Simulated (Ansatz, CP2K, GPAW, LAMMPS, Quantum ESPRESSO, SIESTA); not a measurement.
# Which run comes nearest? Liquid dimethyl sulfoxide spread through a cell built with a gap at 340 K (190 atoms)

The cell holds 190 atoms: 38 C, 19 S, 19 O and 114 H. Its edges and angles: a = 12.050 Å, b = 12.050 Å, c = 27.432 Å, α = 90.0°, β = 90.0°, γ = 90.0°. 19 dimethyl sulfoxide placed at random, at 1.1 g/cm³, as a film with 12 Å of vacuum; overlaps pushed apart, then 10 ps at 390 K with MMFF94 bonds, angles, torsions, charges and radii (Halgren, J. Comput. Chem. 17, 490 (1996)) in harmonic and 12-6 forms. Snapshot after 20 ps at 340 K and fixed volume.

Geometry: as built.

The reference, a calculation:

```
method                                           : Kohn-Sham DFT, PBE, PAW, plane waves (Ansatz 0.2.0); cutoff 420 eV, Γ point, fermi-dirac smearing of 0.05 eV; PAW set soft_2
r.m.s. force component                           : 0.8535 eV/Å
longest force                                    : 3.696 eV/Å
gap (highest filled to lowest empty level) : 3.613 eV
SCF cycles                                       : 10
time                                             : 76 s on 4 threads of Arm Neoverse V1, shared host
CPU time                                         : 4.8 min
```

Runs, in no order:
A. QE PBE, sssp-1.3.0-efficiency, 60/480 Ry: Kohn-Sham DFT, PBE, SSSP efficiency 1.3.0 pseudopotentials, plane waves
B. CP2K PBE, DZVP-MOLOPT-SR, 600/50 Ry, diagonalisation: Kohn-Sham DFT, PBE, GTH-PBE pseudopotentials, Gaussian and plane waves, DZVP-MOLOPT-SR-GTH, diagonalisation
C. GPAW PBE, LCAO dzp, h 0.18 Å: Kohn-Sham DFT, PBE, PAW, atomic orbitals (dzp)
D. CP2K PBE, TZVP-MOLOPT, 600/50 Ry, diagonalisation: Kohn-Sham DFT, PBE, GTH-PBE pseudopotentials, Gaussian and plane waves, TZVP-MOLOPT-GTH, diagonalisation
E. SIESTA PBE, SZP, shift 0.01 Ry, mesh 500 Ry: Kohn-Sham DFT, PBE, PseudoDojo 0.4.1 norm-conserving pseudopotentials (converted to PSML), numerical atomic orbitals (SZP), diagonalisation

**Question.** Rank the runs by how far their forces lie from the reference's, least first.

A, D, B, C, E.

```tsv
run	Δ force, r.m.s. (meV/Å)	share of r.m.s. force (%)	CPU time
A. QE PBE, sssp-1.3.0-efficiency, 60/480 Ry	14.5	1.70	1.5 h
D. CP2K PBE, TZVP-MOLOPT, 600/50 Ry, diagonalisation	43.1	5.05	32 min
B. CP2K PBE, DZVP-MOLOPT-SR, 600/50 Ry, diagonalisation	103	12.0	8.4 min
C. GPAW PBE, LCAO dzp, h 0.18 Å	453	53.1	5.9 min
E. SIESTA PBE, SZP, shift 0.01 Ry, mesh 500 Ry	1103	129	6.9 min
```

The network of contacts between molecules at the start is that of the classical potential that made the cell, and needn't be the one that DFT or experiment would give. The electronic-structure runs sample only Γ, in a cell whose shortest periodic width is 12 Å.

[Logs are printed without paths, hosts, clocks, repeated set-up lines and the standing remarks that a program may print on its own settings, such as how far it seeks lower states.]

[Hosts, paths, dates, database ids (printed as entryN), source tags and the programs' standing remarks are cut or masked in the printed files.]

[The MMFF94 radii named for the starting cell were scaled by 0.96; in molecules described by MMFF94, hydrogen bound to N, O or S took a small fixed 12-6 site in their place.]
